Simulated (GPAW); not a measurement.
Consider InHO2 (Pnnm).

```
In O H
1.0
     4.52393    0.00000    0.00000
     0.00000    5.28058    0.00000
     0.00000    0.00000    3.28851
In O H
2 4 2
Direct
  0.00000 0.00000 0.00000
  0.50000 0.50000 0.50000
  0.77966 0.63063 0.00000
  0.22034 0.36937 0.00000
  0.72034 0.13063 0.50000
  0.27966 0.86937 0.50000
  0.00000 0.50000 0.00000
  0.50000 0.00000 0.50000
```

Absorber: atom 1, with 6 O at 2.19 Å (octahedral, site symmetry 2/m). Method: GPAW, LDA, full core hole (charged cell), 16-atom cell with 5.6 Å between holes, 4×4×4 k points, dipole transitions, Gaussian full width 7.91 eV.

**Question.** Where do the maxima of the In K edge fall?

Main maxima up to 30 eV above the zero (height): 8.4 eV (1.58). A K edge sees empty p states on the absorber. 

The In K spectrum (energy from the lowest empty level; intensity scaled to a mean of 1 over the first 20 eV; polarised curves are means over the symmetry-equivalent atoms):

| E (eV) | isotropic | ε ∥ x | ε ∥ y | ε ∥ z |
| --- | --- | --- | --- | --- |
| -2.0 | 0.06 | 0.08 | 0.06 | 0.04 |
| -1.5 | 0.09 | 0.11 | 0.09 | 0.06 |
| -1.0 | 0.12 | 0.14 | 0.12 | 0.08 |
| -0.5 | 0.15 | 0.19 | 0.16 | 0.11 |
| 0.0 | 0.20 | 0.25 | 0.21 | 0.15 |
| 0.5 | 0.26 | 0.32 | 0.27 | 0.20 |
| 1.0 | 0.33 | 0.39 | 0.34 | 0.26 |
| 1.5 | 0.41 | 0.48 | 0.42 | 0.33 |
| 2.0 | 0.50 | 0.58 | 0.52 | 0.41 |
| 2.5 | 0.60 | 0.69 | 0.62 | 0.50 |
| 3.0 | 0.71 | 0.80 | 0.74 | 0.60 |
| 3.5 | 0.83 | 0.91 | 0.85 | 0.72 |
| 4.0 | 0.95 | 1.03 | 0.97 | 0.84 |
| 4.5 | 1.06 | 1.13 | 1.09 | 0.97 |
| 5.0 | 1.18 | 1.23 | 1.21 | 1.10 |
| 5.5 | 1.28 | 1.31 | 1.31 | 1.22 |
| 6.0 | 1.37 | 1.39 | 1.40 | 1.34 |
| 6.5 | 1.45 | 1.44 | 1.47 | 1.45 |
| 7.0 | 1.51 | 1.48 | 1.52 | 1.54 |
| 7.5 | 1.55 | 1.50 | 1.55 | 1.62 |
| 8.0 | 1.58 | 1.50 | 1.56 | 1.67 |
| 8.5 | 1.58 | 1.48 | 1.55 | 1.70 |
| 9.0 | 1.56 | 1.46 | 1.52 | 1.71 |
| 9.5 | 1.53 | 1.42 | 1.47 | 1.69 |
| 10.0 | 1.48 | 1.37 | 1.42 | 1.65 |
| 10.5 | 1.42 | 1.32 | 1.36 | 1.59 |
| 11.0 | 1.36 | 1.26 | 1.30 | 1.52 |
| 11.5 | 1.29 | 1.20 | 1.23 | 1.43 |
| 12.0 | 1.21 | 1.13 | 1.17 | 1.34 |
| 12.5 | 1.14 | 1.07 | 1.11 | 1.24 |
| 13.0 | 1.07 | 1.02 | 1.05 | 1.14 |
| 13.5 | 1.00 | 0.96 | 1.00 | 1.05 |
| 14.0 | 0.94 | 0.91 | 0.96 | 0.96 |
| 14.5 | 0.89 | 0.87 | 0.93 | 0.88 |
| 15.0 | 0.84 | 0.83 | 0.89 | 0.81 |
| 15.5 | 0.80 | 0.79 | 0.86 | 0.76 |
| 16.0 | 0.77 | 0.76 | 0.84 | 0.71 |
| 16.5 | 0.74 | 0.74 | 0.81 | 0.68 |
| 17.0 | 0.72 | 0.72 | 0.79 | 0.65 |
| 17.5 | 0.70 | 0.70 | 0.77 | 0.64 |
| 18.0 | 0.69 | 0.68 | 0.75 | 0.63 |
| 18.5 | 0.67 | 0.67 | 0.72 | 0.63 |
| 19.0 | 0.66 | 0.66 | 0.70 | 0.63 |
| 19.5 | 0.66 | 0.66 | 0.68 | 0.63 |
| 20.0 | 0.65 | 0.65 | 0.66 | 0.63 |
| 20.5 | 0.64 | 0.64 | 0.64 | 0.64 |
| 21.0 | 0.63 | 0.64 | 0.62 | 0.64 |
| 21.5 | 0.63 | 0.64 | 0.60 | 0.64 |
| 22.0 | 0.62 | 0.63 | 0.59 | 0.64 |
| 22.5 | 0.61 | 0.63 | 0.57 | 0.63 |
| 23.0 | 0.60 | 0.62 | 0.56 | 0.62 |
| 23.5 | 0.59 | 0.62 | 0.54 | 0.62 |
| 24.0 | 0.59 | 0.62 | 0.53 | 0.61 |
| 24.5 | 0.58 | 0.61 | 0.52 | 0.60 |
| 25.0 | 0.57 | 0.61 | 0.52 | 0.58 |
| 25.5 | 0.56 | 0.60 | 0.51 | 0.57 |
| 26.0 | 0.55 | 0.59 | 0.50 | 0.56 |
| 26.5 | 0.54 | 0.58 | 0.50 | 0.55 |
| 27.0 | 0.54 | 0.58 | 0.49 | 0.54 |
| 27.5 | 0.53 | 0.57 | 0.49 | 0.53 |
| 28.0 | 0.52 | 0.56 | 0.49 | 0.52 |
| 28.5 | 0.52 | 0.56 | 0.49 | 0.51 |
| 29.0 | 0.52 | 0.55 | 0.49 | 0.51 |
| 29.5 | 0.52 | 0.55 | 0.50 | 0.50 |
| 30.0 | 0.52 | 0.55 | 0.50 | 0.50 |
| 30.5 | 0.52 | 0.55 | 0.51 | 0.50 |
| 31.0 | 0.52 | 0.56 | 0.52 | 0.50 |
| 31.5 | 0.53 | 0.56 | 0.53 | 0.50 |
| 32.0 | 0.53 | 0.57 | 0.53 | 0.50 |

The script folds with a Gaussian, whereas the core hole's own line is a Lorentzian, so the onset is too steep and the first peak too high. The holes are only 5.6 Å apart, so the shape is probably not converged with cell size; no larger cell was run here. The structure is a computed Materials Project entry and may be a hypothetical form.

[Banner, clock and machine lines of the logs are left out without a mark of their own.]

[Logs are printed without paths, hosts, clocks, repeated set-up lines and the standing remarks that a program may print on its own settings, such as how far it seeks lower states.]

[Hosts, paths, dates, database ids (printed as entryN), source tags and the programs' standing remarks are cut or masked in the printed files.]

[Lists of maxima count a maximum above −3 eV only where it reaches 4 % of the highest in the window and stands out from its surroundings by 2 % of it (1.5 % where it reaches 55 %); shoulders and weaker maxima are passed over, and of the rest the first, up to two pre-edge ones and the few strongest are named.]
